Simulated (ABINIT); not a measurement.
# Quasiparticle gap of Diamond (Fd-3m, 2 atoms a cell) in ABINIT, part 3 of 3

How does a plane-wave GW calculation on Diamond (Fd-3m, 2 atoms a cell) run from the first input to the gap?

ABINIT 10.8.3; LDA and many-body steps on it, plane waves. Known limits of the many-body steps: not at the basis limit; coarse k mesh.

So far. Step 4 (Empty states on the mesh, 6×6×6 mesh, 299 bands): On this mesh the gap is 4.162 eV. Step 5 (Screening, 6×6×6 mesh, 291 bands, screening to 598.7 eV): Local fields lower ε∞ by 7 %. On a Γ-centred mesh this coarse the value itself is usually too large, while a short band sum pulls it down.

**6. Self-energy, 6×6×6 mesh, 291 bands, screening to 598.7 eV**

The self-energy is evaluated for the states that the input lists, and the levels follow from it, in one-shot runs by the linearised quasiparticle equation.

This step: G0W0 on LDA, plane waves, norm-conserving pseudopotentials.

run.abi reads:

```
acell 3*1.0 Angstrom
rprim 
  -0.000000000000 1.783370000000 1.783370000000
  1.783370000000 -0.000000000000 1.783370000000
  1.783370000000 1.783370000000 0.000000000000
ntypat 1
znucl 6
natom 2
typat 1 1
xred 
  0.000000000000 0.000000000000 -0.000000000000
  0.250000000000 0.250000000000 0.250000000000
pp_dirpath "pseudos"
pseudos "C.upf"
ecut 37
ngkpt 6 6 6
nshiftk 1
shiftk 0 0 0
kptopt 1
chksymbreak 0
istwfk *1
occopt 1
irdwfk 1
optdriver 4
nband 291
gwcalctyp 0
ecutsigx 37
symsigma 1
nkptgw 4
kptgw 
  0.0000000000 0.0000000000 0.0000000000
  0.3333333333 0.3333333333 0.0000000000
  0.5000000000 0.0000000000 0.0000000000
  0.5000000000 0.5000000000 0.0000000000
bdgw 
  2 7
  3 6
  3 6
  3 6
ecuteps 22
irdscr 1
ppmodel 1
indata_prefix "in"
outdata_prefix "out"
tmpdata_prefix "tmp"
```

Launch:

```console
> OMP_NUM_THREADS=1 mpirun -n 4 abinit run.abi > log
```

Numbers of over 12 decimals in the logs are rounded to 6 here.

The program printed:

```text
.Version 10.8.3 of ABINIT. v10.8.2 released Aug 2026.

 Symmetries : space group Fd -3 m (#227); Bravais cF (face-center cubic)
[... echo of the input left out ...]
== DATASET  1 ==================================================================
-   mpi_nproc: 4, omp_nthreads: 1 (-1 if OMP is not activated)

--- !DatasetInfo
iteration_state: {dtset: 1, }
dimensions: {natom: 2, nkpt: 16, mband: 291, nsppol: 1, nspinor: 1, nspden: 1, mpw: 869, }
cutoff_energies: {ecut:  37.0, pawecutdg:  -1.0, }
electrons: {nelect:   8.00000000E+00, charge:   0.00000000E+00, occopt:   1.00000000E+00, tsmear:   1.00000000E-02, }

 SIGMA: Calculation of the GW corrections

 Based on a program developped by R.W. Godby, V. Olevano, G. Onida, and L. Reining.
 Incorporated in ABINIT by V. Olevano, G.-M. Rignanese, and M. Torrent.
.Using double precision arithmetic ; gwpc =  8

[... cell and pseudopotentials left out ...]
--------------------------------------------------------------------------------

 ==== K-mesh for the wavefunctions ====
 Number of points in the irreducible wedge :    16
[... list of points left out ...]
 Together with 48 symmetry operations and time-reversal symmetry
 yields   216 points in the full Brillouin Zone.

 ==== Q-mesh for screening function ====
 Number of points in the irreducible wedge :    16
[... list of points left out ...]
 Together with 48 symmetry operations and time-reversal symmetry
 yields   216 points in the full Brillouin Zone.

 vcoul_init : cutoff-mode = AUXILIARY_FUNCTION
 q-points for optical limit:   1
     1)      0.000010    0.000020    0.000030
 setmesh: FFT mesh size selected  =    32x   32x   32
          total number of points  =        32768

 Number of electrons calculated from density =    8.0000; Expected =    8.0000
 average of density, n =  0.104505
 r_s =    1.3170
 omega_plasma =   31.1835 [eV]

 === KS Band Gaps ===
  >>>> For spin  1
   Minimum direct gap =   5.5609 [eV], located at k-point      :   0.0000  0.0000  0.0000
   Fundamental gap    =   4.1619 [eV], Top of valence bands at :   0.0000  0.0000  0.0000
                                       Bottom of conduction at :   0.3333  0.3333  0.0000
 SIGMA fundamental parameters:
 PLASMON POLE MODEL  1
 number of plane-waves for SigmaX                  869
 number of plane-waves for SigmaC and W            339
 number of plane-waves for wavefunctions           869
 number of bands                                   291
 number of independent spin polarizations            1
 number of spinorial components                      1
 number of k-points in IBZ                          16
 number of q-points in IBZ                          16
 number of symmetry operations                      48
 number of k-points in BZ                          216
 number of q-points in BZ                          216
 number of frequencies for dSigma/dE                 9
 frequency step for dSigma/dE [eV]                0.25
 number of omega for Sigma on real axis              0
 max omega for Sigma on real axis  [eV]           0.00
 zcut for avoiding poles [eV]                     0.10

 EPSILON^-1 parameters (SCR file):
 dimension of the eps^-1 matrix on file            339
 dimension of the eps^-1 matrix used               339
 number of plane-waves for wavefunctions           869
 number of bands                                   291
 number of q-points in IBZ                          16
 number of frequencies                               2
 number of real frequencies                          1
 number of imag frequencies                          1

 matrix elements of self-energy operator (all in [eV])

 Perturbative Calculation

--- !SelfEnergy_ee
iteration_state: {dtset: 1, }
kpoint     : [   0.000,    0.000,    0.000, ]
spin       : 1
KS_gap     :    5.561
QP_gap     :    7.424
Delta_QP_KS:    1.864
data: !SigmaeeData |
     Band     E0 <VxcDFT>   SigX SigC(E0)      Z dSigC/dE  Sig(E)    E-E0       E
        2  10.035 -16.825 -19.311   1.262   0.828  -0.207 -17.838  -1.014   9.022
        3  10.035 -16.825 -19.311   1.262   0.828  -0.207 -17.838  -1.014   9.022
        4  10.035 -16.825 -19.311   1.262   0.828  -0.207 -17.838  -1.014   9.022
        5  15.596 -15.621  -9.487  -5.110   0.830  -0.205 -14.771   0.850  16.446
        6  15.596 -15.621  -9.487  -5.110   0.830  -0.205 -14.771   0.850  16.446
        7  15.596 -15.621  -9.487  -5.110   0.830  -0.205 -14.771   0.850  16.446

--- !SelfEnergy_ee
iteration_state: {dtset: 1, }
kpoint     : [   0.333,    0.333,    0.000, ]
spin       : 1
KS_gap     :    9.488
QP_gap     :   11.285
Delta_QP_KS:    1.796
data: !SigmaeeData |
     Band     E0 <VxcDFT>   SigX SigC(E0)      Z dSigC/dE  Sig(E)    E-E0       E
        3   4.709 -15.944 -20.324   2.851   0.816  -0.226 -17.191  -1.246   3.462
        4   4.709 -15.944 -20.324   2.851   0.816  -0.226 -17.191  -1.246   3.462
        5  14.197 -14.412  -8.811  -4.946   0.839  -0.192 -13.862   0.550  14.747
        6  17.756 -13.422  -7.015  -5.644   0.840  -0.191 -12.782   0.641  18.397

--- !SelfEnergy_ee
iteration_state: {dtset: 1, }
kpoint     : [   0.500,    0.000,    0.000, ]
spin       : 1
KS_gap     :   11.232
QP_gap     :   13.352
Delta_QP_KS:    2.120
data: !SigmaeeData |
     Band     E0 <VxcDFT>   SigX SigC(E0)      Z dSigC/dE  Sig(E)    E-E0       E
[...]
6  18.461 -15.283  -8.218  -5.904   0.827  -0.209 -14.322   0.960  19.422

--- !SelfEnergy_ee
iteration_state: {dtset: 1, }
kpoint     : [   0.500,    0.500,    0.000, ]
spin       : 1
KS_gap     :   11.077
QP_gap     :   12.905
Delta_QP_KS:    1.828
data: !SigmaeeData |
     Band     E0 <VxcDFT>   SigX SigC(E0)      Z dSigC/dE  Sig(E)    E-E0       E
        3   3.718 -15.857 -20.626   3.164   0.812  -0.231 -17.160  -1.303   2.414
        4   3.718 -15.857 -20.626   3.164   0.812  -0.231 -17.160  -1.303   2.414
        5  14.795 -13.770  -8.046  -5.102   0.842  -0.187 -13.245   0.525  15.320
        6  14.795 -13.770  -8.046  -5.102   0.842  -0.187 -13.245   0.525  15.320

== END DATASET(S) ==============================================================
================================================================================

 -outvars: echo values of variables after computation  --------
           etotal      0.0000000000E+00
            nband         291
             nkpt          16
          spgroup         227
 [... the other variables as echoed above ...]

 Calculation completed.
```

Run time: 3.6 min. Hardware: 4 MPI ranks of Arm Neoverse V1, shared host; peak memory 1.8 GiB.

Numbers from this step:

| Item | Value |
| --- | --- |
| G0W0 gap on the mesh | 5.725 eV |
| starting gap on the mesh | 4.162 eV |
| k of the valence top | 0, 0, 0 |
| k of the conduction bottom | 0.3333, 0.3333, 0 |
| Z at the valence top | 0.828 |
| Z at the conduction bottom | 0.839 |
| least direct G0W0 gap on the computed points | 7.424 eV |

The gap on the mesh goes from 4.16 eV to 5.72 eV, a correction of +1.56 eV.

Limits: finite bands, cutoff and mesh; coarse k mesh. v1 is the top filled band, c1 the lowest empty one. Levels before and after the correction, in eV, zero at the valence-band top of each column:

|  | conduction bottom | valence top |
| --- | --- | --- |
| Kohn-Sham | 4.16 | 0.00 |
| G0W0 | 5.72 | 0.00 |

|  | level | energy (eV) |
| --- | --- | --- |
| Kohn-Sham | Γ v3-v1 | 0.000 |
| Kohn-Sham | Γ c1-c3 | 5.561 |
| Kohn-Sham | (0.333 0.333 0) v2-v1 | -5.327 |
| Kohn-Sham | (0.333 0.333 0) c1 | 4.162 |
| Kohn-Sham | (0.333 0.333 0) c2 | 7.721 |
| G0W0 | Γ v3-v1 | 0.000 |
| G0W0 | Γ c1-c3 | 7.424 |
| G0W0 | (0.333 0.333 0) v2-v1 | -5.560 |
| G0W0 | (0.333 0.333 0) c1 | 5.725 |
| G0W0 | (0.333 0.333 0) c2 | 9.375 |

**7. Where the time went**

Times are wall times on 4 MPI ranks of Arm Neoverse V1, shared host, good to a factor of about two.

| step | time | share | memory (GiB) |
| --- | --- | --- | --- |
| ground state | 3.6 s | 1 % | 0.24 |
| bands along the symmetry lines | 3 s | 1 % | 0.07 |
| empty states on the mesh | 5 s | 1 % | 0.37 |
| screening | 3.4 min | 48 % | 1.6 |
| self-energy | 3.6 min | 50 % | 1.8 |

**8. What came out**

| Property | Result |
| --- | --- |
| LDA gap | 4.14 eV, indirect |
| G0W0 gap on the mesh | 5.72 eV |
| GW settings | 6×6×6 mesh, 291 bands, screening to 598.7 eV, Godby-Needs plasmon pole |
| known limits | not at the basis limit; coarse k mesh |

G0W0 moves the gap on the mesh from 4.16 eV to 5.72 eV (+1.56 eV), with Z of 0.83 and 0.84 at the edges. Local fields lower the RPA ε∞ on this mesh from 6.23 to 5.77; a Γ-centred mesh this coarse tends to raise both, most where the direct gap is narrow, while a short band sum lowers them. Against experiment, by G0W0@LDA: the gap of 5.71 eV lies +0.21 eV from the measured 5.5 eV (kind not stated, quoted 2019); the gap of 5.71 eV lies +0.24 eV from the measured 5.47 eV (kind not stated, quoted 2024). The calculation has static nuclei and no excitons; a measured gap holds zero-point and thermal motion, which mostly lowers it. Bands and cutoff are finite, so the gap is not at the basis limit. The miss can reach some tenths of an eV and take either sign; the mesh is an error of its own. The 6×6×6 mesh is coarse for this cell, which bears on the long-range parts of exchange and screening.

[Paths, hosts, dates, memory and timing lines, banners, echoed tables and standing remarks are left out of the program output.]

[Logs are printed without paths, hosts, clocks, repeated set-up lines and the standing remarks that a program may print on its own settings, such as how far it seeks lower states.]

[Runs of the session that timed out or met a known fault of the program may be left out.]

[Hosts, paths, dates, database ids (printed as entryN), source tags and the programs' standing remarks are cut or masked in the printed files.]

[G0W0 gaps are taken among the corrected bands and points alone; a level outside them can change the order at an edge.]

[Where Ansatz stands beside ABINIT at settings called matched, ABINIT's density can come from a denser mesh and the files from another edition; pairs whose starting gaps differed by over 0.03 eV were left out, so agreement reads better than it is.]
